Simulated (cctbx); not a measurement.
**Diagnosing a refinement**

Cell a = 4.2330 Å, b = 4.2330 Å, c = 10.8740 Å, α = 90.00°, β = 90.00°, γ = 90.00°; space group I4/mmm (no. 139). The compound is BaTi2Ga2.

Simulated single-crystal data (cctbx): Cu Kα, λ = 1.54184 Å, to d = 0.83 Å, 80 % of the full sphere, strongest reflection 40000 counts, noise from counting, a 6 % proportional error and a noise floor of 15 counts (s.d.); no absorption.

An anisotropic refinement with weights 1/σ² prints:

```text
Rint 0.048, 74 unique reflections to 0.83 A
cycle     R1     wR2    GooF  max shift (A)
   1  0.0486  0.1255   5.040   0.00008
   2  0.0261  0.0637   2.559   0.00000
final R1 0.0261 wR2 0.0637 GooF 2.559  parameters 7  data/parameter 10.6
atom        x        y        z      Ueq    occ   su(xyz)  su(Uiso or U11)
Ba1    0.00000  0.00000  0.00000   0.0104  1.000  0.00000  0.0006
Ga1    0.50000  0.00000  0.25000   0.0253  1.000  0.00000  0.0009
Cr1    0.50000  0.50000  0.12994   0.0219  1.000  0.00020  0.0010
difference map: max 0.67 min -1.74 rms 0.28
Q1    0.0000  0.0000  0.4688    4    0.70  1.07 A from Cr1
Q2    0.0000  0.0000  0.1826    4    0.47  1.99 A from Ba1
Q3    0.0000  0.5000  0.2500    4    0.45  0.00 A from Ga1
Q4    0.0000  0.0000  0.0887    4    0.45  0.96 A from Ba1
Q5    0.0000  0.2337  0.5000    8    0.42  1.72 A from Cr1
Q6    0.0000  0.2763  0.1414   16    0.38  1.51 A from Ga1
```

**Question.** Can this result stand? If not, what is the likely fault?

Mend it. The fault: wrong element: Cr1 is Ti. Against the right model at the same level, R1 goes from 0.0120 to 0.0261 and GooF from 1.00 to 2.56, U of Cr1 swells from 0.0170 to 0.0219 Å² and a hole of -1.7 e/Å³ opens. Cr1 has 2 electrons too many and its U swells to shed them, as expected (near an absorption edge f′ can widen the mismatch well beyond the difference in Z).

The compound is BaTi2Ga2. The right model at the same level gives:

```text
Rint 0.048, 74 unique reflections to 0.83 A
cycle     R1     wR2    GooF  max shift (A)
   1  0.0299  0.0805   3.233   0.00041
   2  0.0120  0.0248   0.997   0.00000
final R1 0.0120 wR2 0.0248 GooF 0.997  parameters 7  data/parameter 10.6
atom        x        y        z      Ueq    occ   su(xyz)  su(Uiso or U11)
Ba1    0.00000  0.00000  0.00000   0.0100  1.000  0.00000  0.0002
Ga1    0.50000  0.00000  0.25000   0.0249  1.000  0.00000  0.0003
Ti1    0.50000  0.50000  0.12997   0.0170  1.000  0.00008  0.0004
difference map: max 0.57 min -0.37 rms 0.13
Q1    0.0000  0.0000  0.4578    4    0.58  0.95 A from Ti1
Q2    0.0000  0.0000  0.0756    4    0.40  0.82 A from Ba1
Q3    0.0000  0.5000  0.3026    8    0.33  0.57 A from Ga1
Q4    0.0000  0.2081  0.5000    8    0.29  1.67 A from Ti1
Q5    0.0000  0.2575  0.1494   16    0.29  1.50 A from Ga1
Q6    0.0000  0.2659  0.2322   16    0.24  1.01 A from Ga1
```

The model is made up (kin elements in a known structure type, no relaxation), so it says nothing on whether the phase exists.

[Middle refinement cycles are left out of these outputs.]

[Logs are printed without paths, hosts, clocks, repeated set-up lines and the standing remarks that a program may print on its own settings, such as how far it seeks lower states.]
